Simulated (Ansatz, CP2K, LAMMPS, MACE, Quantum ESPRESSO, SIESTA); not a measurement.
# Amorphous 71HfO2-29Al2O3 (mol %) (86 atoms): one relaxed cell, several methods

What does relaxation change in amorphous 71HfO2-29Al2O3 (mol %) (86 atoms), and how far do other programs agree with plane waves on the relaxed cell?

These are calculated values.

### Step 1. Set-up

The cell holds 86 atoms (17 Hf, 14 Al and 55 O), with edges of 10.28, 10.28 and 10.28 Å. Recipe: 86 atoms (17 Zr, 14 Al, 55 O) placed at random at 4.29 g/cm³, melted at 5000 K for 10 ps at fixed volume with the Morse and Coulomb pair potential with partial charges (Pedone, Malavasi, Menziani, Cormack and Segre, J. Phys. Chem. B 110, 11780 (2006)). Quenched from 5000 K to 300 K at 50 K/ps and fixed volume, held 5 ps, then minimised at fixed cell. Then Zr was replaced by Hf (the potential has no terms for the new elements, so the cell is a start for a DFT relaxation). Then the atoms were relaxed with MACE MPA-0 medium in the fixed cell. Then the atoms were relaxed with CP2K double zeta, PBE.

### Step 2. The relaxation

CP2K double zeta (DZVP-MOLOPT-SR, GTH-PBE potentials, 480 Ry; k-points Γ) took 14 geometry steps and reached its thresholds. It started from the geometry that MACE MPA-0 medium had relaxed.

It took 16 min on 4 MPI ranks of Arm Neoverse V1, shared host; peak memory 3 GiB.

```
                                 before           after
      energy (meV/atom)               0            -3.6
Hf-O bonds under 2.82 Å  107 at 2.182 Å  107 at 2.177 Å
Al-O bonds under 2.23 Å   64 at 1.855 Å   63 at 1.851 Å
```

Atoms moved by 0.03 Å r.m.s. and 0.08 Å at most, with the common shift taken off.

### Step 3. Local order after relaxation

Density 6.55 g/cm³, 12.65 Å³ an atom.

Pair distribution functions g(r), in bins of 0.2 Å:

```
r (Å)  total   O-O  O-Hf  O-Al  Hf-Hf  Hf-Al  Al-Al
 1.70   0.56  0.00  0.00  2.71   0.00   0.00   0.00
 1.90   1.70  0.00  0.87  7.14   0.00   0.00   0.00
 2.10   1.83  0.00  6.82  0.54   0.00   0.00   0.00
 2.30   0.60  0.00  2.22  0.21   0.00   0.00   0.00
 2.50   0.63  1.12  0.58  0.09   0.00   0.00   0.00
 2.70   1.19  2.59  0.13  0.08   0.00   0.00   3.11
 2.90   1.13  2.34  0.21  0.33   0.00   0.61   0.52
 3.10   1.09  1.77  0.23  0.41   0.00   2.83   1.43
 3.30   0.91  0.97  0.30  0.71   1.64   2.66   2.07
 3.50   1.00  0.78  0.45  1.24   1.94   3.13   1.09
 3.70   0.90  0.67  0.80  1.18   1.56   1.62   0.34
 3.90   0.90  0.56  0.85  1.29   3.15   0.85   0.29
 4.10   1.08  0.82  1.30  1.33   2.14   0.44   0.81
 4.30   1.02  0.82  1.53  1.22   0.17   0.39   0.47
 4.50   1.04  0.70  1.62  1.33   0.43   0.44   0.67
 4.70   1.04  0.76  1.65  1.09   0.42   0.65   1.00
 4.90   1.00  1.14  0.91  0.96   0.63   0.91   0.73
```

Bonds by pair of elements; cutoffs follow the first minimum of g(r), held within bounds set by covalent radii, and pairs that aren't listed don't count as bonded:

```
pair A-B  cutoff (Å)  bonds  mean length (Å)  spread (Å)  shortest (Å)  B about A  A about B
    O-Hf        2.82    107             2.18        0.16          1.86       1.95       6.29
    O-Al        2.23     63             1.85       0.077          1.72       1.15        4.5
```

How many atoms have how many bonded neighbours:

```
element  mean  2   3   4  5   6  7
     Al   4.5  0   0   8  5   1  0
     Hf  6.29  0   0   0  1  10  6
      O  3.09  5  40  10  0   0  0
```

Bond angles (no mean is given where the spread exceeds 20°):

```
  angle  count  mean (°)  spread (°)
 O-Hf-O    286         -           -
 O-Al-O    113         -           -
Al-O-Hf     92       114        17.4
Hf-O-Hf     71       117        19.1
Al-O-Al     22       112        19.5
```

Oxygen atoms by the number of network formers (Si, P, Ge, B, Al, As, Ga) bound to them:

```
network formers bound to O  O atoms  per cent
                         0       12      21.8
                         1       25      45.5
                         2       16      29.1
                         3        2       3.6
```

Network units: each former by its oxygen neighbours and how many of them bridge to another former:

```
former  O neighbours  bridging O  atoms
    Al             4           1      1
    Al             4           2      2
    Al             4           3      5
    Al             5           2      2
    Al             5           4      3
    Al             6           2      1
```

Bond length by coordination (bonds to H left out):

```
element  coordination  atoms  mean bond length (Å)
     Al             4      8                  1.80
     Al             5      5                  1.88
     Al             6      1                  1.98
     Hf             5      1                  2.10
     Hf             6     10                  2.16
     Hf             7      6                  2.21
      O             2      5                  1.91
      O             3     40                  2.02
      O             4     10                  2.19
```

For some of the pairs, g(r) has its first main peak near 2.8 Å (O-O), 2.1 Å (O-Hf), 1.8 Å (O-Al) and 2.7 Å (Al-Al). With the cutoffs above, 57 % of Al atoms have 4, 59 % of Hf atoms have 6 and 73 % of O atoms have 3 bonded neighbours. Counting bonds to Al alone, not to Hf, 29 % of the oxygens join two of these atoms and 46 % one; 4 % join three; 22 % join none. The commonest Al unit has 4 oxygens, 3 of them shared with other formers (5 of 14 atoms).

### Step 4. The plane-wave reference

Quantum ESPRESSO 7.5: Kohn-Sham DFT, PBE, SSSP efficiency 1.3.0 pseudopotentials, plane waves. Its input for the relaxed cell:

```
&control
  calculation = 'scf'
  pseudo_dir = './pseudo'
  outdir = './tmp'
  disk_io = 'none'
  tprnfor = .true.
  tstress = .true.
/
&system
  ibrav = 0
  nat = 86
  ntyp = 3
  ecutwfc = 60
  ecutrho = 480
  nosym = .true.
  occupations = 'smearing'
  smearing = 'fd'
  degauss = 0.003675
/
&electrons
  conv_thr = 4.3e-07
  electron_maxstep = 100
  mixing_beta = 0.4
  mixing_mode = 'plain'
  diagonalization = 'david'
/
ATOMIC_SPECIES
Hf 178.490 Hf.upf
Al 26.982 Al.upf
O 15.999 O.upf
CELL_PARAMETERS angstrom
10.28390 0.00000 0.00000
0.00000 10.28390 0.00000
0.00000 0.00000 10.28390
ATOMIC_POSITIONS crystal
Hf 0.63020 0.34351 0.02233
Hf 0.65725 0.73293 0.09015
Hf 0.28846 0.87647 0.30070
[... 81 atom lines left out ...]
O 0.36906 0.51698 0.28061
O 0.56997 0.47307 0.41527
K_POINTS gamma
```

It took 3.2 min on 4 MPI ranks of Arm Neoverse V1, shared host; peak memory 3.8 GiB.

### Step 5. Side by side

CPU times are from a shared host and are rough.

| level | basis or training data | k-points | own r.m.s. force (meV/Å) | difference from the reference (meV/Å) | pressure (GPa) | Kohn-Sham gap (eV) | CPU time | memory (GiB) |
| --- | --- | --- | --- | --- | --- | --- | --- | --- |
| QE, PBE | plane waves, SSSP efficiency, 60/480 Ry | Γ | 130 | - | -4.57 | 3.69 | 13 min | 3.8 |
| CP2K triple zeta, PBE | TZV2P-UZH, GTH-PBE potentials, 600 Ry | Γ | 95 | 94 | -7.11 | 3.73 | 17 min | 6.9 |
| SIESTA DZP, PBE | DZP orbitals, shift 0.01 Ry, mesh 400 Ry | Γ | 218 | 137 | -2.45 | 3.63 | 7.3 min | 2.3 |
| MACE MPA-0 medium | trained on PBE(+U) plane-wave data | - | 177 | 97 | -4.89 | - | 8 s | 1.1 |

The gap is the spacing of the highest filled and lowest empty Kohn-Sham level on the mesh; a dash marks partly filled levels, a spacing under 0.15 eV or a method without such levels.

### Step 6. Outcome

Relaxation in the fixed cell lowers the energy by 4 meV/atom at its own level and moves atoms by up to 0.08 Å. By the cutoffs of the final cell 0 bonds formed and 1 was lost, leaving 170. The reference finds an r.m.s. force of 130 meV/Å there and a pressure of -4.57 GPa, at a geometry that CP2K double zeta made.

Forces differ from the reference's by 94 meV/Å (CP2K triple zeta, PBE), 97 meV/Å (MACE MPA-0 medium) and 137 meV/Å (SIESTA DZP, PBE). CP2K double zeta is at its own minimum here, so the reference's force is itself a measure of how the two differ. Pressures lie -0.3 GPa (MACE MPA-0 medium), -2.5 GPa (CP2K triple zeta, PBE) and +2.1 GPa (SIESTA DZP, PBE) from the reference's. The highest filled and lowest empty levels lie 3.69 eV apart in the reference, against 3.73 eV in CP2K triple zeta, PBE and 3.63 eV in SIESTA DZP, PBE. With the cutoffs above, 57 % of Al atoms have 4, 59 % of Hf atoms have 6 and 73 % of O atoms have 3 bonded neighbours.

Caveats: The density was set by the recipe and held. One sample of a disordered cell; defect or tail levels can set the gap. Gaps are read on the mesh, which holds the band edges only if they fold onto it, and semilocal functionals tend to put them under measured ones. The quench rate of 50 K/ps is many orders above laboratory rates, so the cell is likely richer in defects and strain than a real sample. The reference samples only Γ, in a cell whose shortest periodic width is 10 Å. Spin–orbit coupling is left out, which matters for the levels of the heavy elements. The plane-wave runs aren't exact: their cutoffs and mesh weren't converged further here. SIESTA's automatically made basis is far from complete, and its potentials were converted by us (checked for H, C, O, Si, Ge and Ca alone). Where levels are smeared, the DFT runs use Fermi–Dirac occupations at 580 K (0.05 eV), and energies are free energies.

[Logs are printed without paths, hosts, clocks, repeated set-up lines and the standing remarks that a program may print on its own settings, such as how far it seeks lower states.]

[Hosts, paths, dates, database ids (printed as entryN), source tags and the programs' standing remarks are cut or masked in the printed files.]
